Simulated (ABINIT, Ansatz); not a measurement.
## Quasiparticle gap of CaO (Lime) in ABINIT

Wanted: ground state, empty states, screening and self-energy for CaO (Lime).

Program: ABINIT 10.8.3. Level of theory: PBE and many-body steps on it, plane waves. Results are calculated unless marked as measured.

This is a report of a sequence of runs, with most program output left out.

### Step 1. Set-up

It takes space group Fm-3m (No. 225, cubic). The conventional cell has a = 4.813 Å, b = 4.813 Å, c = 4.813 Å, α = 90.00°, β = 90.00°, γ = 90.00°. Nearest to Ca lie 6 O at 2.41 Å. O has 6 Ca at 2.41 Å nearest. Farther neighbours and most contacts between anions are not listed.

The cell and positions come from the Crystallography Open Database and are kept as given unless a step says otherwise.

### Step 2. Ground state

This step: ABINIT 10.8.3; DFT, PBE, plane waves, norm-conserving pseudopotentials.

The ground-state density comes first.

run.abi

```
acell 3*1.0 Angstrom
rprim 
  -0.000000000000 2.406500000000 2.406500000000
  2.406500000000 -0.000000000000 2.406500000000
  2.406500000000 2.406500000000 -0.000000000000
ntypat 2
znucl 20 8
natom 2
typat 1 2
xred 
  0.000000000000 0.000000000000 0.000000000000
  0.500000000000 0.500000000000 0.500000000000
pp_dirpath "pseudos"
pseudos "Ca.upf, O.upf"
ecut 36
ngkpt 8 8 8
nshiftk 1
shiftk 0 0 0
kptopt 1
chksymbreak 0
nband 13
occopt 1
tolvrs 1e-10
nstep 60
prtwf 0
optforces 0
optstress 0
indata_prefix "in"
outdata_prefix "out"
tmpdata_prefix "tmp"
```

On the command line:

```sh
$ OMP_NUM_THREADS=1 mpirun -n 8 abinit run.abi > log
```

Elapsed: 6 s, on 8 MPI ranks of Arm Neoverse V1, shared host; peak memory 0.51 GiB.

Numbers from this step:

* total energy: -1507.1545 eV
* gap: 3.662 eV
* k of the valence top: 0, 0, 0
* k of the conduction bottom: 0.5, 0.5, 0
* least direct gap: 4.037 eV

The gap is indirect, with the least direct gap 0.37 eV higher.

### Step 3. Bands along the symmetry lines

Levels along a band path, at the cheap level, show where the edges lie and whether the meshes to come will hold them.

run.abi

```
acell 3*1.0 Angstrom
rprim 
  -0.000000000000 2.406500000000 2.406500000000
  2.406500000000 -0.000000000000 2.406500000000
  2.406500000000 2.406500000000 -0.000000000000
ntypat 2
znucl 20 8
natom 2
typat 1 2
xred 
  0.000000000000 0.000000000000 0.000000000000
  0.500000000000 0.500000000000 0.500000000000
pp_dirpath "pseudos"
pseudos "Ca.upf, O.upf"
ecut 36
iscf -2
irdden 1
kptopt 0
nkpt 50
kpt 
  0.00000000 0.00000000 0.00000000
  0.06250000 0.00000000 0.06250000
  0.12500000 0.00000000 0.12500000
  0.18750000 0.00000000 0.18750000
  0.25000000 0.00000000 0.25000000
  0.31250000 0.00000000 0.31250000
  0.37500000 0.00000000 0.37500000
  0.43750000 0.00000000 0.43750000
  0.50000000 0.00000000 0.50000000
  0.51562500 0.03125000 0.51562500
  0.53125000 0.06250000 0.53125000
  0.54687500 0.09375000 0.54687500
  0.56250000 0.12500000 0.56250000
  0.57812500 0.15625000 0.57812500
  0.59375000 0.18750000 0.59375000
  0.60937500 0.21875000 0.60937500
  0.62500000 0.25000000 0.62500000
  0.37500000 0.37500000 0.75000000
  0.32812500 0.32812500 0.65625000
  0.28125000 0.28125000 0.56250000
  0.23437500 0.23437500 0.46875000
  0.18750000 0.18750000 0.37500000
  0.14062500 0.14062500 0.28125000
  0.09375000 0.09375000 0.18750000
  0.04687500 0.04687500 0.09375000
  0.00000000 0.00000000 0.00000000
  0.06250000 0.06250000 0.06250000
  0.12500000 0.12500000 0.12500000
  0.18750000 0.18750000 0.18750000
  0.25000000 0.25000000 0.25000000
  0.31250000 0.31250000 0.31250000
  0.37500000 0.37500000 0.37500000
  0.43750000 0.43750000 0.43750000
  0.50000000 0.50000000 0.50000000
  0.50000000 0.46875000 0.53125000
  0.50000000 0.43750000 0.56250000
  0.50000000 0.40625000 0.59375000
  0.50000000 0.37500000 0.62500000
  0.50000000 0.34375000 0.65625000
  0.50000000 0.31250000 0.68750000
  0.50000000 0.28125000 0.71875000
  0.50000000 0.25000000 0.75000000
  0.50000000 0.21875000 0.71875000
  0.50000000 0.18750000 0.68750000
  0.50000000 0.15625000 0.65625000
  0.50000000 0.12500000 0.62500000
  0.50000000 0.09375000 0.59375000
  0.50000000 0.06250000 0.56250000
  0.50000000 0.03125000 0.53125000
  0.50000000 0.00000000 0.50000000
istwfk *1
nband 15
nbdbuf 2
tolwfr 1e-08
nstep 40
prtwf 0
prtvol 0
indata_prefix "in"
outdata_prefix "out"
tmpdata_prefix "tmp"
```

Run time: 5.3 s. Hardware: 8 MPI ranks; peak memory 0.47 GiB; 42 s of CPU time.

Numbers from this step:

- gap: 3.662 eV
- k of the valence top: 0, 0, 0
- k of the conduction bottom: 0.5, 0, 0.5
- least direct gap: 4.037 eV

The gap is 3.662 eV, as in the run before at this level.

Electronic bands along the path, in eV, zero at the top of the highest filled band; v1 is the highest filled band, c1 the lowest empty one:

```csv
point,v4,v3,v2,v1,c1,c2,c3,c4
Γ,-15.46,0.00,0.00,0.00,4.71,6.23,6.23,6.23
halfway,-14.95,-1.66,-0.30,-0.30,4.72,6.60,8.04,8.04
X,-15.23,-1.30,-0.37,-0.37,3.66,8.02,8.87,9.50
halfway,-15.12,-1.28,-0.69,-0.50,4.09,8.21,8.91,9.12
U,-14.87,-1.32,-1.20,-0.77,5.14,7.97,8.54,9.02
jump to K,-14.87,-1.32,-1.20,-0.77,5.14,7.97,8.54,9.02
halfway,-14.71,-1.79,-0.92,-0.55,6.10,7.02,7.20,8.02
Γ,-15.46,0.00,0.00,0.00,4.71,6.23,6.23,6.23
halfway,-14.82,-1.52,-0.65,-0.65,6.25,6.84,7.17,7.17
L,-14.30,-2.61,-1.18,-1.18,7.03,8.33,8.33,8.49
halfway,-14.58,-2.03,-1.11,-1.04,6.74,6.82,8.73,8.91
W,-14.86,-1.27,-1.05,-1.05,6.31,6.31,8.36,9.50
halfway,-15.04,-1.25,-0.84,-0.66,4.49,8.25,8.28,9.38
X,-15.23,-1.30,-0.37,-0.37,3.66,8.02,8.87,9.50
```

### Step 4. Empty states on the mesh, 6×6×6 mesh, 168 bands

The sums over transitions need many empty states on a uniform mesh; this step solves for them.

run.abi

```
acell 3*1.0 Angstrom
rprim 
  -0.000000000000 2.406500000000 2.406500000000
  2.406500000000 -0.000000000000 2.406500000000
  2.406500000000 2.406500000000 -0.000000000000
ntypat 2
znucl 20 8
natom 2
typat 1 2
xred 
  0.000000000000 0.000000000000 0.000000000000
  0.500000000000 0.500000000000 0.500000000000
pp_dirpath "pseudos"
pseudos "Ca.upf, O.upf"
ecut 36
ngkpt 6 6 6
nshiftk 1
shiftk 0 0 0
kptopt 1
chksymbreak 0
irdden 1
istwfk *1
nband 168
prtvol 0
optdriver 6
gwr_task "HDIAGO"
paral_kgb 0
occopt 1
indata_prefix "in"
outdata_prefix "out"
tmpdata_prefix "tmp"
```

Run time: 16 s. Hardware: 8 MPI ranks; peak memory 2.1 GiB; 2.1 min of CPU time.

This step gave:

```yaml
gap: 3.662 eV
k_of_the_valence_top: 0, 0, 0
k_of_the_conduction_bottom: 0.5, 0.5, 0
least_direct_gap: 4.037 eV
k_points_computed: 16
lowest_point_of_the_top_converged_band_above_the_valence_top: 164.3910 eV
```

On this mesh the gap is 3.662 eV.

### Step 5. Screening, 6×6×6 mesh, 160 bands, screening to 239.5 eV

The RPA dielectric matrix is built and inverted for each q.

This step: RPA screening on PBE, plane waves, norm-conserving pseudopotentials.

run.abi: that of step 4 with these lines changed.

```diff
@@ -20,10 +20,11 @@
 chksymbreak 0
-irdden 1
 istwfk *1
-nband 168
-prtvol 0
-optdriver 6
-gwr_task "HDIAGO"
-paral_kgb 0
 occopt 1
+irdwfk 1
+optdriver 3
+nband 160
+ecuteps 8.8
+inclvkb 2
+awtr 1
+symchi 1
 indata_prefix "in"
```

Wall time 75 s (8 MPI ranks); peak memory 1.7 GiB; 10 min of CPU time.

This step gave:

| Quantity | Value |
| --- | --- |
| ε∞ with local fields, on this mesh, along the program's q direction | 3.567 |
| the same without local fields | 3.923 |
| plasma frequency | 28.13 eV |
| plane waves in the screening matrix | 259 |

Local fields lower ε∞ by 9 %.

### Step 6. Self-energy, 6×6×6 mesh, 160 bands, screening to 239.5 eV

The self-energy is evaluated for the states that the input lists, and the levels follow from it, in one-shot runs by the linearised quasiparticle equation.

This step: G0W0 on PBE, plane waves, norm-conserving pseudopotentials.

run.abi: that of step 5 with these lines changed.

```diff
@@ -23,8 +23,17 @@
 irdwfk 1
-optdriver 3
+optdriver 4
 nband 160
+gwcalctyp 0
+ecutsigx 36
+symsigma 1
+nkptgw 2
+kptgw 
+  0.0000000000 0.0000000000 0.0000000000
+  0.5000000000 0.5000000000 0.0000000000
+bdgw 
+  6 12
+  7 10
 ecuteps 8.8
-inclvkb 2
-awtr 1
-symchi 1
+irdscr 1
+ppmodel 1
 indata_prefix "in"
```

Run time: 17 s. Hardware: 8 MPI ranks; peak memory 2 GiB; 2.3 min of CPU time.

This step gave:

```yaml
g0w0_gap_on_the_points_computed: 5.835 eV
starting_gap_on_the_mesh: 3.662 eV
k_of_the_valence_top: 0, 0, 0
k_of_the_conduction_bottom: 0.5, 0.5, 0
z_at_the_valence_top: 0.78
z_at_the_conduction_bottom: 0.85
least_direct_g0w0_gap_on_the_computed_points: 6.24 eV
```

The gap on the mesh goes from 3.66 eV to 5.84 eV, a correction of +2.17 eV.

Limits: finite bands, cutoff and mesh. v1 is the top filled band, c1 the lowest empty one. The levels before and after the correction (eV, zero at the valence-band top of each column):

```csv
,conduction bottom,valence top
Kohn-Sham,3.66,0.00
G0W0,5.83,0.00
```

```csv
,level,energy (eV)
Kohn-Sham,Γ v3-v1,0.000
Kohn-Sham,Γ c1,4.714
Kohn-Sham,Γ c2-c4,6.228
Kohn-Sham,(0.5 0.5 0) v2-v1,-0.374
Kohn-Sham,(0.5 0.5 0) c1,3.662
Kohn-Sham,(0.5 0.5 0) c2,8.023
G0W0,Γ v3-v1,0.000
G0W0,Γ c1,6.240
G0W0,Γ c2-c4,9.051
G0W0,(0.5 0.5 0) v2-v1,-0.478
G0W0,(0.5 0.5 0) c1,5.835
G0W0,(0.5 0.5 0) c2,11.052
```

### Step 7. Where the time went

Times are wall times on 8 MPI ranks of Arm Neoverse V1, shared host, good to a factor of about two.

```csv
step,time,share,memory (GiB)
ground state,6 s,5 %,0.51
bands along the symmetry lines,5.3 s,4 %,0.47
empty states on the mesh,16 s,13 %,2.1
screening,75 s,63 %,1.7
self-energy,17 s,14 %,2.0
```

### Step 8. Results

```yaml
pbe_gap: 3.66 eV, indirect
g0w0_gap_on_the_mesh: 5.84 eV
gw_settings: 6×6×6 mesh, 160 bands, screening to 239.5 eV, Godby-Needs plasmon pole
known_limits: not at the basis limit
```

What this shows: G0W0 moves the gap on the mesh from 3.66 eV to 5.84 eV (+2.17 eV), with Z of 0.78 and 0.85 at the edges. Local fields lower the RPA ε∞ on this mesh from 3.92 to 3.57. Only 2 of the mesh's irreducible points were corrected, so a valley elsewhere could overtake. The dearest step here is «screening». Bands and cutoff are finite, so the gap is not at the basis limit. The miss can reach some tenths of an eV and take either sign; the mesh is an error of its own. In the G0W0 run levels were corrected at 2 k points alone, so a gap called «on the mesh» is the least over those, and an edge elsewhere would be missed.

[Paths, hosts, dates, memory and timing lines, banners, echoed tables and standing remarks are left out of the program output.]

[Logs are printed without paths, hosts, clocks, repeated set-up lines and the standing remarks that a program may print on its own settings, such as how far it seeks lower states.]

[Runs of the session that timed out or met a known fault of the program may be left out.]

[Hosts, paths, dates, database ids (printed as entryN), source tags and the programs' standing remarks are cut or masked in the printed files.]

[G0W0 gaps are taken among the corrected bands and points alone; a level outside them can change the order at an edge.]

[Where Ansatz stands beside ABINIT at settings called matched, ABINIT's density can come from a denser mesh and the files from another edition; pairs whose starting gaps differed by over 0.03 eV were left out, so agreement reads better than it is.]
